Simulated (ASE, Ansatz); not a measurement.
# Relaxing NaH9C4O7 (P-1) (84 atoms), part 3 of 3

How does NaH9C4O7 (P-1) (84 atoms) relax, and what do bonds, charges and levels look like afterwards?

Ansatz 0.2.0; Kohn-Sham DFT, PBE+D4, PAW (set soft_2), plane waves.

So far. Step 3 (Relaxation): The relaxation changed the energy by -279 meV/atom, and atoms moved by 0.12 Å r.m.s., 0.21 Å at most.

**5. Single point at the relaxed geometry (continued)**

A closer look about Na43, one of the 4 Na atoms: 14 atoms, nearest first, numbered in the order of the input, with positions taken from that point.

| atom | x | y | z | distance (Å) | bonds | Löwdin charge (e) |
| --- | --- | --- | --- | --- | --- | --- |
| Na43 | 0.00 | 0.00 | 0.00 | 0.00 | 6 | 0.77 |
| O81 | -0.46 | 2.17 | -0.93 | 2.40 | 3 | -0.71 |
| O83 | 0.87 | -2.07 | 0.92 | 2.43 | 4 | -0.75 |
| O38 | -2.03 | -1.16 | -0.66 | 2.43 | 4 | -0.74 |
| O79 | -0.95 | 0.24 | 2.23 | 2.44 | 4 | -0.74 |
| O71 | 1.45 | -0.63 | -1.87 | 2.44 | 2 | -0.42 |
| O84 | 2.10 | 1.15 | 0.65 | 2.48 | 4 | -0.75 |
| H51 | -0.14 | -0.05 | 2.71 | 2.71 | 1 | 0.38 |
| H60 | 2.35 | 1.59 | -0.19 | 2.84 | 1 | 0.39 |
| H57 | 0.17 | 2.32 | -1.68 | 2.87 | 1 | 0.38 |
| H61 | 0.86 | -2.80 | 0.25 | 2.94 | 1 | 0.38 |
| H55 | -1.35 | 2.29 | -1.33 | 2.97 | 1 | 0.38 |
| H53 | -1.07 | 1.17 | 2.52 | 2.98 | 1 | 0.39 |
| H12 | -1.92 | -2.08 | -0.96 | 2.99 | 1 | 0.39 |

The column of bonds counts only the pairs H-O within 1.21 Å, H-C within 1.34 Å, O-C within 1.73 Å, O-Na within 2.88 Å, C-C within 1.85 Å; other neighbours, such as metal atoms beside each other in a compound, aren't counted, and periodic images can show an atom twice.

**6. Another try, on a changed input**

A doubtful change is made on purpose, to see how the program answers.

This step: Kohn-Sham DFT, PBE, PAW (set soft_2), plane waves (Ansatz 0.2.0).

Contents of input.yaml:

```yaml
crystal:
  lattice:
    - [11.912, 0.0, 0.0]
    - [-1.13193, 6.29098, 0.0]
    - [-0.30376, -2.8479, 10.85864]
  atoms:
    [... the 84 atom lines of step 2 ...]
kpoints:
  mp_grid: { grid: [1, 2, 1] }
hamiltonian:
  xc: pbe
  dispersio: d4
scf:
  occupations: { method: fixed }
  max_iter: 50
output:
  forces: true
```

The run is started by

```bash
$ ansatz run input.yaml --threads 4 --pin off --max-ram 8192MiB --backend cpu --events-out ev --progress --plain --runs-dir out
```

Numbers of over 12 decimals in the logs are rounded to 6 here.

What it wrote:

```text
Error: YAML parse error: error: line 95 column 3: unknown field `dispersio`, expected one of xc, dispersion, noncollinear_xc, pseudopotentials, hubbard, deformation_potential_offset, integrals
  --> <input>:95:3
   |
93 | hamiltonian:
94 |   xc: pbe
95 |   dispersio: d4
   |   ^ unknown field `dispersio`, expected one of xc, dispersion, noncollinear_xc, pseudopotentials, hubbard, deformation_potential_offset, integrals
96 | scf:
97 |   occupations: { method: fixed }
   |
```

Run time: 0.03 s. Hardware: 4 threads of Arm Neoverse N1, shared host; peak memory 0.021 GiB.

The input was rejected at the start.

The program's message: “Error: YAML parse error: error: line 95 column 3: unknown field `dispersio`, expected one of xc, dispersion, noncollinear_xc, pseudopotentials, hubbard, deformation_potential_offset, integrals”

The fault in the input: a misspelt key (hamiltonian.dispersio = "d4" and hamiltonian.dispersion removed). The fix is to spell the key as the program knows it.

**7. With hamiltonian.pseudopotentials.kind = "nc"**

Changed here: hamiltonian.pseudopotentials.kind = "nc".

This step: Kohn-Sham DFT, PBE+D4, norm-conserving pseudopotentials, plane waves (Ansatz 0.2.0).

input.yaml, the sections that differ from step 6:

```yaml
hamiltonian:
  xc: pbe
  dispersion: d4
  pseudopotentials: { kind: nc }
scf:
  occupations: { method: fixed }
output:
  forces: true
  stress: true
  populations: intrinsic
  dos:
    method: { smearing: { sigma: 0.08 } }
    de: 0.1
    projected: { site_lists: { C: [C], H: [H], Na: [Na], O: [O] } }
  eigenvalues: true
# crystal, kpoints: as in step 6
```

What it wrote:

```text
[...]
Crystal: 84 atoms, lattice volume = 813.726 Å³
Basis set: ecut = 1240 eV, 80743 PW (Γ), exchange–correlation on 288×150×270 points (8 copies of the dense FFT grid, shifted against one another)
Bands: 236, of which v1, the nominal top of the filled ones, is band 152 counted from 1 (151 counted from 0)
Symmetry: 4 space group operations
[...]
k-points: 2
[...]
SCF iter   1: F=—  HF=-21218.927889 eV  |F-HF|=—  |Δ(HF+E_count)|=         —  Δρ=1.48e-1  dr2=1.52e2  ethr=3.10e-3  ⟨swp⟩=5.0  Hψ=1965  notcnv=0  defer=162
[...]
SCF iter  11: F=—  HF=-21159.944272 eV  |F-HF|=—  |Δ(HF+E_count)|=   7.64e-6  Δρ=7.65e-6  dr2=4.27e-7  ethr=1.77e-9  ⟨swp⟩=2.0  Hψ=512  notcnv=0  defer=160
SCF iter  12: F=-21159.944273 eV  HF=-21159.944273 eV  |F-HF|=6.67e-8  |Δ(HF+E_count)|=   1.11e-6  Δρ=2.50e-6  dr2=4.94e-8  ethr=3.29e-11  ⟨swp⟩=21.5  Hψ=4870  notcnv=0
SCF 1 converged in 12 iterations: F = -21159.944273 eV  dr2 = 4.94e-8
SCF converged after 12 iterations
Free energy (F): -21159.944273 eV
[...]
Internal energy: -21159.944273 eV  (E = F + TS)
E sigma→0 (E₀):  -21159.944273 eV
Fermi energy:    0.026510 eV
[...]
Σ components = -21159.944273   (vs F -21159.944273, Δ=0.00e0)
--- Forces (eV/Å), atoms counted from 1 ---
  atom   1  Na     0.05949379     0.06936773    -0.06970962
  atom   2  Na    -0.05949379    -0.06936773     0.06970962
  atom   3  H     -0.30144092    -0.05766942    -1.33361373
  atom   4  H      0.30144092     0.05766942     1.33361373
[...]
atom  84  O     -2.95246063   -13.83505960    -0.69299092
  max |Σ_I F_I| component: 2.00e-15 eV/Å
--- Stress (GPa, compression-positive) ---
       23.546329      -1.015337      -4.080510
       -1.015337      13.537171       1.028051
       -4.080510       1.028051      27.145943
  P = ⅓ Tr σ = 21.4098 GPa (214.098 kbar)
--- Band table (eV) ---
[...]
--- intrinsic populations: 84 sites ---
  site symbol       q [e]
     0     Na      8.2282
     1     Na      8.2282
     2      H      0.6374
[...]
83      O      6.8621
  spilling = 0.000000 (of n_electrons = 304.000000)
```

Wall time 2.4 min (4 threads); peak memory 4.8 GiB; 9.1 min of CPU time.

The program notes that it cut back its work space to fit the memory limit.

Geometry and reference: those of the single point at the start.

Forces differ from those of the single point at the start by 86 meV/Å r.m.s., 1.6 % of their size; the pressure by +0.14 GPa. It took 4.9 times the reference's time (shared host, so rough).

**8. Summary of results**

| Item | Value |
| --- | --- |
| energy change in the relaxation | -278.5 meV/atom |
| r.m.s. displacement | 0.122 Å |
| largest displacement | 0.214 Å |
| free energy per atom | -314.6882 eV/atom |
| density | 1.568 g/cm³ |
| pressure | -0.06783 GPa |
| r.m.s. force component | 0.00729 eV/Å |
| gap (highest filled to lowest empty level) | 2.996 eV |
| wall time of the 4 DFT runs | 5.7 min |

Relaxation lowers the energy by 279 meV/atom and moves atoms by 0.12 Å r.m.s.; the r.m.s. force component goes from 5.3 to 0.0073 eV/Å, the pressure goes from 21 to -0.068 GPa, and the gap from 2.98 to 3.00 eV. By the final cutoffs no bond was broken or made. From the first step to the last the energy fell by 23.397 eV, and the largest move was 0.21 Å (H19, with 3 other atoms within 2 % of it). The H-C bonds go from 0.928 Å (spread 0.009) to 1.091 Å (spread 0.001). With the cutoffs above, all C atoms have 3, all H atoms have 1 and all Na atoms have 6 bonded neighbours. The 12 water molecules hold 0.67 hydrogen bonds each to other water on average, with a mean O–O distance of 2.77 Å. Between filled and empty levels lie 3.00 eV on the run's k-points; the mesh holds the band edges only if they fold onto it, so the gap at this level can be narrower or closed, while semilocal functionals tend to narrow gaps against experiment.

**Limits.** Forces of over 1 eV/Å at the start, largest on H, show that the listed positions lie far from a minimum at this level.

[Logs are printed without paths, hosts, clocks, repeated set-up lines and the standing remarks that a program may print on its own settings, such as how far it seeks lower states.]

[Hosts, paths, dates, database ids (printed as entryN), source tags and the programs' standing remarks are cut or masked in the printed files.]
